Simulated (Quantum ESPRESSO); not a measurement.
# Core-hole calculation of the In K edge in Sc3InB (Pm-3m), part 3 of 3

What does one-electron theory with a core hole give for the In K edge of Sc3InB (Pm-3m)?

Quantum ESPRESSO 7.5; X-ray absorption near-edge structure, plane-wave PAW PBEsol, one-electron final states by a Lanczos continued fraction.

So far. Step 3 (Spectrum without a core hole, In atom 1): Main maxima below 30 eV (height): 12.7 eV (1.26) and 27.6 eV (1.38). A K edge sees empty p states on the absorber. Step 7 (Spectrum with XCH, In atom 1): Main maxima below 30 eV (height): 10.5 eV (1.21) and 25.8 eV (1.13). 

### Step 8. Supercell with FCH, In atom 1

Level of this step: plane-wave PAW DFT, PBEsol, scalar-relativistic, self-consistent field (Quantum ESPRESSO).

The holes are 6.4 Å apart. The excited electron is left out and a uniform background balances the charge.

Changed against the first core-hole run: core hole to FCH.

scf.in

```
&control
   calculation='scf', prefix='x', pseudo_dir='../pp', outdir='tmp', tprnfor=.true.
/
&system
   ibrav=0, nat=10, ntyp=4, nbnd=60
   ecutwfc=50, ecutrho=450
   occupations='smearing', smearing='mv', degauss=0.015
   tot_charge=1
/
&electrons
   conv_thr=1.0e-07, electron_maxstep=120
   mixing_beta=0.5
/
ATOMIC_SPECIES
In0 1.0 In.pbesol-dn-kjpaw-1sch.UPF
In 1.0 In.pbesol-dn-kjpaw.UPF
Sc 1.0 Sc.pbesol-spn-kjpaw.UPF
B 1.0 B.pbesol-n-kjpaw.UPF
CELL_PARAMETERS angstrom
  4.56000000 0.00000000 4.56000000
  0.00000000 4.56000000 4.56000000
  -4.56000000 0.00000000 4.56000000
ATOMIC_POSITIONS crystal
In0  0.00000000 0.00000000 0.00000000
In   0.50000000 0.00000000 0.50000000
Sc   0.00000000 0.50000000 0.50000000
Sc   0.50000000 0.50000000 0.00000000
Sc   0.50000000 0.00000000 0.00000000
Sc   0.00000000 0.00000000 0.50000000
Sc   0.00000000 0.50000000 0.00000000
Sc   0.50000000 0.50000000 0.50000000
B    0.25000000 0.50000000 0.75000000
B    0.75000000 0.50000000 0.25000000
K_POINTS automatic
6 6 6 0 0 0
```

Launch:

```
> OMP_NUM_THREADS=1 mpirun --oversubscribe --bind-to none -np 4 pw.x -nk 4 -in scf.in > scf.out
```

The log of the run:

```text
     [... banner and references ...]
[banner, memory and clock lines left out]
using ibrav=0 with symmetry is DISCOURAGED, use correct ibrav instead

     G-vector sticks info

     bravais-lattice index     =            0
     lattice parameter (alat)  =      12.1865  a.u.
     unit-cell volume          =    1279.7382 (a.u.)^3
     number of atoms/cell      =           10
     number of atomic types    =            4
     number of electrons       =        98.00
     number of Kohn-Sham states=           60
     kinetic-energy cutoff     =      50.0000  Ry
     charge density cutoff     =     450.0000  Ry
     scf convergence threshold =      1.0E-07
     mixing beta               =       0.5000
     number of iterations used =            8  plain     mixing
     Exchange-correlation= SLA  PW   PSX  PSC
                           (   1   4  10   8   0   0   0)

     celldm(1)=  12.186492  celldm(2)=   0.000000  celldm(3)=   0.000000
     celldm(4)=   0.000000  celldm(5)=   0.000000  celldm(6)=   0.000000

     crystal axes: (cart. coord. in units of alat)
               a(1) = (   0.707107   0.000000   0.707107 )
               a(2) = (   0.000000   0.707107   0.707107 )
               a(3) = (  -0.707107   0.000000   0.707107 )

     reciprocal axes: (cart. coord. in units 2 pi/alat)
               b(1) = (  0.707107 -0.707107  0.707107 )
               b(2) = (  0.000000  1.414214 -0.000000 )
               b(3) = ( -0.707107 -0.707107  0.707107 )

     PseudoPot. #1 for In:     Pseudo is Projector augmented-wave + core cor, Zval = 14.0

     PseudoPot. #2 for In:     Pseudo is Projector augmented-wave + core cor, Zval = 13.0

[...]
End of self-consistent calculation

          k = 0.0000 0.0000 0.0000 (  7727 PWs)   bands (ev):

   -38.1835 -38.1333 -38.1333 -38.1333 -38.1086 -38.1086 -17.0995 -17.0741
   -17.0741 -17.0741 -17.0483 -17.0483 -17.0483 -16.9044 -16.9044 -16.9044
   -16.8004 -16.8004 -16.8004 -16.6789 -16.6789 -16.6789 -16.6117 -16.6117
    -9.8461  -9.8461  -9.8461  -9.8350  -9.8350  -2.7750  -2.7750  -2.7750
    -2.7552  -2.7552   2.5893   4.4704   5.6238   6.1985   7.7961   7.7961
     7.7961   9.2892   9.2892   9.2892  10.3139  10.3139  10.3139  10.3632
    10.3632  10.7442  10.7442  10.7442  12.3344  12.3344  12.3344  12.4495
    12.4495  12.4495  13.3840  13.3845

     [... bands of 15 further k-points ...]

     the Fermi energy is    10.3180 ev

!    total energy              =   -1754.92729558 Ry
     total all-electron energy =    -30715.057745 Ry
     estimated scf accuracy    <       0.00000001 Ry
     smearing contrib. (-TS)   =       0.00422412 Ry
     internal energy E=F+TS    =   -1754.93151971 Ry

     The total energy is F=E-TS. E is the sum of the following terms:
     one-electron contribution =    -267.50920857 Ry
     hartree contribution      =     182.67718842 Ry
     xc contribution           =    -203.17701045 Ry
     ewald contribution        =    -603.19186862 Ry
     one-center paw contrib.   =    -863.73062050 Ry

     convergence has been achieved in  18 iterations

     Forces acting on atoms (cartesian axes, Ry/au):

     atom    1 type  1   force =     0.00000000    0.00000000   -0.00000000
     atom    2 type  2   force =     0.00000000    0.00000000    0.00000000
     atom    3 type  3   force =    -0.00000000   -0.00000000    0.00000000
[...]
atom    9 type  4   force =    -0.00000000   -0.00000000    0.00000000
     atom   10 type  4   force =    -0.00000000   -0.00000000    0.00000000

     Total force =     0.000000     Total SCF correction =     0.000000

     XML data file, charge density, pseudopotentials, collected wavefunctions
```

It took 78 s on 4 MPI ranks of Intel Xeon 6975P-C (Granite Rapids), shared host; peak memory 0.38 GiB.

Energy with the hole: -417899.650 eV, cores included.

### Step 9. Spectrum with FCH, In atom 1

Changed against the first core-hole run: core hole to FCH.

xspectra.in

```
&input_xspectra
   calculation='xanes_dipole', edge='K'
   prefix='x', outdir='tmp', xiabs=1, xe0=10.318
   xonly_plot=.false., x_save_file='xanes.sav'
   xniter=3000, xcheck_conv=20, xerror=0.005
   xcoordcrys=.false., xepsilon(1)=1, xepsilon(2)=0, xepsilon(3)=0
/
&plot
   xnepoint=501, xemin=-10, xemax=70, terminator=.true., cut_occ_states=.true.
   xgamma=0.4
/
&pseudos
   filecore='../In.wfc'
/
&cut_occ
   cut_desmooth=0.1, cut_stepl=0.05, cut_stepu=0.05, cut_ierror=1e-5
/
5 5 5 0 0 0
```

Launch:

```
> OMP_NUM_THREADS=1 mpirun --oversubscribe --bind-to none -np 4 xspectra.x -nk 4 -in xspectra.in > xspectra.out
```

The log of the run:

```text
     [... banner and references ...]
Reading input_file

     calculation: xanes_dipole

     xepsilon  [cartesian coordinates]:   1.000000   0.000000   0.000000

     xonly_plot: FALSE
        => complete calculation: Lanczos + spectrum plot

     filecore (core-wavefunction file): ../In.wfc

     main plot parameters:
        cut_occ_states: TRUE
        gamma_mode:  constant
        -> using xgamma [eV]:  0.40
        xemin [eV]: -10.00
        xemax [eV]:  70.00
        xnepoint:  501
        xe0 [eV]:  10.318000 (energy zero read in input file)

[...]
x_save_file name:
     ->  xanes.sav
     x_save_file version:  2

     ... End STEP 1 ...

     ... Begin STEP 2 ...

     The spectrum is calculated using the following parameters:
        xe0 [eV]:   10.3180
        the occupied states are elimintate from the spectrum
        xemin [eV]: -10.00
        xemax [eV]:  70.00
        xnepoint:  501
        constant broadening parameter [eV]:    0.400
        Core level energy [eV]: -0.2794E+05
         (from electron binding energy of neutral atoms in X-ray data booklet)

     Cross-section successfully written in xanes.dat

     ... End STEP 2 ...

                                END JOB XSpectra
```

Run time: 1.8 min. Hardware: 4 MPI ranks; peak memory 0.3 GiB; 7.1 min of CPU time.

```tsv
E (eV)	first run	this run
-2.0	0.31	0.30
-1.0	0.37	0.36
0.0	0.44	0.44
1.0	0.54	0.53
2.0	0.65	0.64
3.0	0.78	0.76
4.0	0.90	0.89
5.0	1.01	1.00
6.0	1.10	1.09
7.0	1.15	1.15
8.0	1.18	1.18
9.0	1.20	1.20
10.0	1.21	1.21
11.0	1.21	1.21
12.0	1.19	1.20
13.0	1.16	1.17
14.0	1.11	1.12
15.0	1.05	1.06
16.0	1.00	1.01
17.0	0.96	0.97
18.0	0.95	0.95
19.0	0.95	0.95
20.0	0.97	0.97
21.0	1.00	0.99
22.0	1.04	1.03
23.0	1.08	1.07
24.0	1.11	1.10
25.0	1.12	1.12
26.0	1.13	1.13
27.0	1.12	1.12
28.0	1.10	1.10
29.0	1.07	1.08
30.0	1.04	1.05
31.0	1.02	1.02
32.0	0.99	1.00
```

Against the first run the r.m.s. difference is 1 %. The highest intensity below 24 eV goes from 10.5 eV (1.21) to 10.8 eV (1.21).

The photon energy of the zero moves by -0.04 eV.

### Step 10. What the core hole does

Both curves are counted from their own zero, so only the shift of weight within the empty states shows.

```tsv
E (eV)	no hole	XCH
-2.0	0.28	0.31
-1.0	0.32	0.37
0.0	0.38	0.44
1.0	0.46	0.54
2.0	0.54	0.65
3.0	0.64	0.78
4.0	0.75	0.90
5.0	0.85	1.01
6.0	0.95	1.10
7.0	1.03	1.15
8.0	1.10	1.18
9.0	1.15	1.20
10.0	1.19	1.21
11.0	1.23	1.21
12.0	1.26	1.19
13.0	1.26	1.16
14.0	1.24	1.11
15.0	1.20	1.05
16.0	1.15	1.00
17.0	1.11	0.96
18.0	1.08	0.95
19.0	1.08	0.95
20.0	1.09	0.97
21.0	1.13	1.00
22.0	1.17	1.04
23.0	1.23	1.08
24.0	1.28	1.11
25.0	1.33	1.12
26.0	1.36	1.13
27.0	1.38	1.12
28.0	1.38	1.10
29.0	1.37	1.07
30.0	1.34	1.04
31.0	1.32	1.02
32.0	1.29	0.99
```

With each curve scaled to its own mean, the area from −2 to 6 eV with the hole is 5.4 against 4.6, and the centre of weight from −1 to 20 eV moves by -0.6 eV: the hole pulls the absorber's empty states down.

### Step 11. Runs not followed above

These runs aren't followed: redraws of a spectrum that repeat one shown, runs with a planted fault or a state judged unsound, or a program's part that gave no sound spectrum.

| program | step | status | elapsed |
| --- | --- | --- | --- |
| Quantum ESPRESSO | no core hole, redrawn | converged | 2 s |
| Quantum ESPRESSO | spectrum with XCH, redrawn | converged | 2.2 s |

### Step 12. Summary of results

| Quantity | Value |
| --- | --- |
| absorber and edge | In K, atom 1 of the ground-state input (counted from 1) |
| surroundings | 12 Sc at 3.22 Å (cuboctahedral, site symmetry m-3m) |
| highest intensity below 24 eV | 10.5 eV above the zero, height 1.21 |

**Reading.** The In K edge of atom 1, with 12 Sc at 3.22 Å (cuboctahedral, site symmetry m-3m), has its highest intensity of the first 24 eV at 10.5 eV above the zero, 1.2 times the mean level of the first 20 eV (Lorentzian half width 3.96 eV (not a setting of the program: the run's 0.4 eV curve was folded afterwards with a further Lorentzian)). With each curve scaled to its own mean, the area from −2 to 6 eV with the hole is 5.4 against 4.6, and the centre of weight from −1 to 20 eV moves by -0.6 eV: the hole pulls the absorber's empty states down. Changing the core hole to FCH alters the shape by 1 % r.m.s., so the result is insensitive to this choice. The holes are only 6.4 Å apart, so the shape is probably not converged with cell size; no larger cell was run here. The structure is a published determination, not relaxed.

[Banner, clock and machine lines of the logs are left out without a mark of their own.]

[Logs are printed without paths, hosts, clocks, repeated set-up lines and the standing remarks that a program may print on its own settings, such as how far it seeks lower states.]

[Hosts, paths, dates, database ids (printed as entryN), source tags and the programs' standing remarks are cut or masked in the printed files.]

[Lists of maxima count a maximum above −3 eV only where it reaches 4 % of the highest in the window and stands out from its surroundings by 2 % of it (1.5 % where it reaches 55 %); shoulders and weaker maxima are passed over, and of the rest the first, up to two pre-edge ones and the few strongest are named.]
